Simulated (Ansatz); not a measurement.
# Charge trapping in a frame of aqueous H3O+ and triflate, 4.2 mol of acid per kg of water from 300 K (156 atoms): runs compared

Does an extra electron or hole in a frame of aqueous H3O+ and triflate, 4.2 mol of acid per kg of water from 300 K (156 atoms) stay spread out, or do the atoms trap it?

Computed with Ansatz 0.2.0: Kohn-Sham DFT, PBE+D3(BJ), PAW (set soft_2), plane waves.

In doubt: warnings of the run leave room for a lower electronic state (in some of the runs), so energies may not be the lowest and differences between runs may mislead.

**1. The cell as built**

The cell holds 156 atoms: 52 O, 3 S, 3 C, 9 F and 89 H. Cell: a = 11.825 Å, b = 11.825 Å, c = 11.825 Å, α = 90.0°, β = 90.0°, γ = 90.0°. 40 H2O, 3 H3O+, 3 triflate placed at random, at 1.23 g/cm³; overlaps pushed apart, then 10 ps at 420 K with MMFF94 bonds, angles, torsions, charges and radii (Halgren, J. Comput. Chem. 17, 490 (1996)) in harmonic and 12-6 forms; SPC/E water (Berendsen, Grigera and Straatsma, J. Phys. Chem. 91, 6269 (1987)). Snapshot after 20 ps at 300 K and fixed volume.

What the set-up can't give: The network of contacts between molecules at the start is that of the classical potential that made the cell, and needn't be the one that DFT or experiment would give. Only the Γ point is sampled, in a cell whose shortest periodic width is 12 Å. The liquid is relaxed first, so the results are those of a frozen frame at zero temperature.

**2. The reference run**

The reference is a single point at the end of the relaxation.

The charged cells start from the geometry of this run, on a uniform background, with spin and a narrow Fermi–Dirac smearing.

Its input, with most atom lines left out:

```yaml
crystal:
  lattice:
    - [11.82524, 0.0, 0.0]
    - [0.0, 11.82524, 0.0]
    - [0.0, 0.0, 11.82524]
  atoms:
    - { symbol: O, position: [0.78852, 0.29748, 0.51932] }
    - { symbol: S, position: [0.81838, 0.20393, 0.59664] }
    - { symbol: O, position: [0.80851, 0.2362, 0.71754] }
    - { symbol: O, position: [0.91919, 0.14101, 0.56745] }
    - { symbol: C, position: [0.697, 0.10402, 0.57671] }
    - { symbol: F, position: [0.59932, 0.15279, 0.60929] }
    - { symbol: F, position: [0.71323, 0.00986, 0.64119] }
    [... atom lines 8 to 156 left out ...]
kpoints:
  mp_grid: { grid: [1, 1, 1] }
hamiltonian:
  xc: pbe
  dispersion: d3bj
scf:
  occupations: { method: fixed }
output:
  forces: true
  stress: true
  populations: intrinsic
  dos:
    method: { smearing: { sigma: 0.08 } }
    de: 0.1
    projected: { site_lists: { C: [C], F: [F], H: [H], O: [O], S: [S] } }
  eigenvalues: true
  write_density: true
  write_potential: true
  volumetric_format: npy
```

```
free energy per atom   : -267.1382 eV/atom
r.m.s. force component : 0.00908 eV/Å
pressure               : 0.03561 GPa
```

Filled and empty levels are parted by 5.20 eV (at Γ alone); a semilocal functional tends to put such gaps too low. In a disordered cell it changes from sample to sample and from frame to frame.

**3. The runs**

Each row is one run, on 4 threads of Intel Xeon Platinum 8488C (Sapphire Rapids), shared host. The free energy is the program's total, comparable only between runs with the same functional, potentials and atoms; between charge states it hangs on the program's zero of potential.

| run | atoms | outcome | ionic steps, all passes | free energy (eV) | time | host memory (GiB) |
| --- | --- | --- | --- | --- | --- | --- |
| Single point at the start | 156 | converged | - | -41661.579 | 12 s | 2.0 |
| Relaxation | 156 | converged | 43 | -41673.566 | 4.8 min | 2.0 |
| Single point at the relaxed geometry | 156 | converged | - | -41673.566 | 18 s | 2.2 |
| An extra electron, atoms held | 156 | converged | - | -41670.462 | 39 s | 3.6 |
| An extra electron, atoms relaxed | 156 | converged | 5 | -41670.485 | 77 s | 3.5 |
| An extra electron, levels at the relaxed geometry | 156 | converged | - | -41670.485 | 48 s | 3.6 |
| Neutral at the geometry of the electron | 156 | converged | - | -41673.538 | 17 s | 2.2 |
| An extra hole, atoms held | 156 | converged | - | -41671.229 | 2 min | 3.6 |
| An extra hole, atoms relaxed | 156 | converged | 16 | -41671.370 | 10 min | 3.6 |
| An extra hole, levels at the relaxed geometry | 156 | converged | - | -41671.370 | 95 s | 3.7 |
| Neutral at the geometry of the hole | 156 | converged | - | -41673.357 | 17 s | 2.2 |

In some runs the program notes that the exchange-correlation potential is rough where the density is thin and starting moments were not kept. Further notices: convergence withheld.

Local excerpt of 8 atoms (numbers count through the whole input) about O49, which holds the most spin of the extra hole after relaxation; x, y, z are measured from there.

```csv
atom,x,y,z,distance (Å),Löwdin charge (e)
O49,0.00,0.00,0.00,0.00,-0.60
H51,-0.79,-0.59,-0.20,1.00,0.38
H50,0.83,-0.55,-0.17,1.01,0.38
H28,-0.27,0.75,1.39,1.60,0.39
O25,-0.57,1.09,2.29,2.60,-0.63
O64,2.14,-1.50,-0.53,2.67,-0.68
O142,-2.23,-1.48,-0.35,2.70,-0.66
H38,0.03,2.68,-0.33,2.70,0.40
```

**4. Energies and spread of the extra charge**

Energies are differences within one cell and functional; the shift is the gain plus the neutral cell's energy at the new geometry, that is how much cheaper the vertical process becomes there. The spread is the participation number of the site moments (1/Σw², over the spin inside atomic spheres), with the atom that holds the largest share and the spin that the spheres hold in all.

| carrier | charged less neutral, atoms held (eV) | gain on relaxing (eV) | neutral cell at that geometry, less the reference (eV) | shift of the vertical energy (eV) | spread, atoms held | spread, relaxed |
| --- | --- | --- | --- | --- | --- | --- |
| electron | 3.105 | 0.023 | 0.028 | 0.051 | - | - |
| hole | 2.337 | 0.141 | 0.210 | 0.350 | 21; O4 10 % of 0.46 μB | 13; O49 14 % of 0.48 μB |

**5. Outcome**

The extra electron gains 0.023 eV as the atoms relax: so small a gain shows no trapping at this level. The cell with the electron keeps a moment of only 0.00 μB where one unpaired electron should give 1 μB: the carrier is shared between both spins, which can hide trapping. The extra hole gains 0.14 eV as the atoms relax, and its spin goes from about 21 to 13 atoms: a partial localisation as the atoms move, with the largest share on O49. The O49–O64 distance goes from 2.77 to 2.67 Å. The hole is shared among 3 partly filled levels, as near-degenerate levels under the smearing give, and as self-interaction favours. With the atoms held, the spheres hold only 0.46 of the 1.00 μB, so the spread is read from a small part of the spin. Adding the two vertical energies gives 5.44 eV, against a gap of 5.20 eV in the neutral cell. The zero of the potential cancels in this sum; the excess isn't taken apart here: charging of a small cell, filling of bands on a coarse mesh and the attraction to the background can all enter.

**Limits.** Single energies of charged cells hang on the program's zero of potential. In the spin-polarised runs the search for a state of lower energy was switched off. No distortion was seeded, so a trapped state behind a barrier can't be found. Local and semilocal functionals favour spread-out charges, so trapping can be missed. The density was typed from a rule of thumb and may lie off the real one at this temperature. Charged cells carry a uniform background, with no correction for images.

The DFT runs together took 22 min of wall time.

[Logs are printed without paths, hosts, clocks, repeated set-up lines and the standing remarks that a program may print on its own settings, such as how far it seeks lower states.]

[Hosts, paths, dates, database ids (printed as entryN), source tags and the programs' standing remarks are cut or masked in the printed files.]

[The MMFF94 radii named for the starting cell were scaled by 0.96; in molecules described by MMFF94, hydrogen bound to N, O or S took a small fixed 12-6 site in their place.]
